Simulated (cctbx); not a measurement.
**Diagnosing a refinement**

Cell a = 11.9810 Å, b = 11.9810 Å, c = 11.9810 Å, α = 90.00°, β = 90.00°, γ = 90.00°; space group Fm-3m (no. 225). The compound is K2MgScI6.

The data are simulated with cctbx, not measured: Ga Kα, λ = 1.3414 Å, to d = 0.83 Å, 70 % of the full sphere, strongest reflection 40000 counts, noise from counting, a 6 % proportional error and a noise floor of 8 counts (s.d.); no absorption, and some extinction, which the refinements don't model.

An isotropic refinement with weights 1/σ² prints:

```text
Rint 0.048, 111 unique reflections to 0.83 A
cycle     R1     wR2    GooF  max shift (A)
   1  0.1330  0.3489  19.497   0.32281
   3  0.0229  0.0704   3.933   0.00005
final R1 0.0229 wR2 0.0704 GooF 3.933  parameters 7  data/parameter 15.9
atom        x        y        z      Ueq    occ   su(xyz)  su(Uiso or U11)
I1     0.00000  0.00000  0.76107   0.0010  1.000  0.00019  0.0005
Sc1    0.00000  0.00000  0.00000   0.0022  1.000  0.00000  0.0014
K1     0.25000  0.75000  0.75000   0.0061  1.000  0.00000  0.0015
Mg1    0.50000  0.00000  0.00000   0.0048  1.000  0.00000  0.0021
Mg2    0.50000  0.73374  0.00000   0.0568  1.000  0.00179  0.0160
difference map: max 2.49 min -1.00 rms 0.30
Q1    0.0000  0.0000  0.0000    4    2.49  0.00 A from Sc1
Q2    0.0000  0.0000  0.2499   24    2.38  0.13 A from I1
Q3    0.2500  0.2500  0.2500    8    1.81  0.00 A from K1
Q4    0.0000  0.0000  0.5000    4    1.49  0.00 A from Mg1
Q5    0.1232  0.1232  0.1232   32    1.12  2.47 A from Mg2
Q6    0.0400  0.0400  0.3547   96    0.56  1.54 A from I1
```

**Question.** Can this result stand? If not, what is the likely fault?

Mend it. The fault: spurious atom: Mg2. Against the right model at the same level, R1 goes from 0.0136 to 0.0229 and GooF from 1.25 to 3.93, U of I1 shrinks from 0.0082 to 0.0010 Å², U of Sc1 shrinks from 0.0134 to 0.0022 Å², U of Mg1 shrinks from 0.0165 to 0.0048 Å², U of K1 shrinks from 0.0161 to 0.0061 Å² and the top difference peak, 2.5 e/Å³, lies on Sc1. A site with no density behind it hides by a very large U or drifts.

The compound is K2MgScI6. The right model at the same level gives:

```text
Rint 0.048, 111 unique reflections to 0.83 A
cycle     R1     wR2    GooF  max shift (A)
   1  0.1118  0.2839  15.712   0.02284
   2  0.0136  0.0225   1.246   0.00000
final R1 0.0136 wR2 0.0225 GooF 1.246  parameters 5  data/parameter 22.2
atom        x        y        z      Ueq    occ   su(xyz)  su(Uiso or U11)
I1     0.00000  0.00000  0.76129   0.0082  1.000  0.00002  0.0001
Sc1    0.00000  0.00000  0.00000   0.0134  1.000  0.00000  0.0003
K1     0.25000  0.75000  0.75000   0.0161  1.000  0.00000  0.0004
Mg1    0.50000  0.00000  0.00000   0.0165  1.000  0.00000  0.0006
difference map: max 0.47 min -1.26 rms 0.17
Q1    0.1235  0.1235  0.1235   32    0.51  2.51 A from I1
Q2    0.0489  0.0489  0.3506   96    0.33  1.58 A from I1
Q3    0.1110  0.1110  0.3415   96    0.31  2.25 A from I1
Q4    0.0000  0.1243  0.1243   48    0.24  2.02 A from I1
Q5    0.0000  0.0000  0.0529   24    0.22  0.63 A from Sc1
Q6    0.1339  0.1933  0.3067   96    0.21  1.69 A from K1
```

The model was made for the exercise: a known structure type with other elements put in, its volume estimated, not relaxed; displacement parameters are assumed.

[Middle refinement cycles are left out of these outputs.]

[Logs are printed without paths, hosts, clocks, repeated set-up lines and the standing remarks that a program may print on its own settings, such as how far it seeks lower states.]
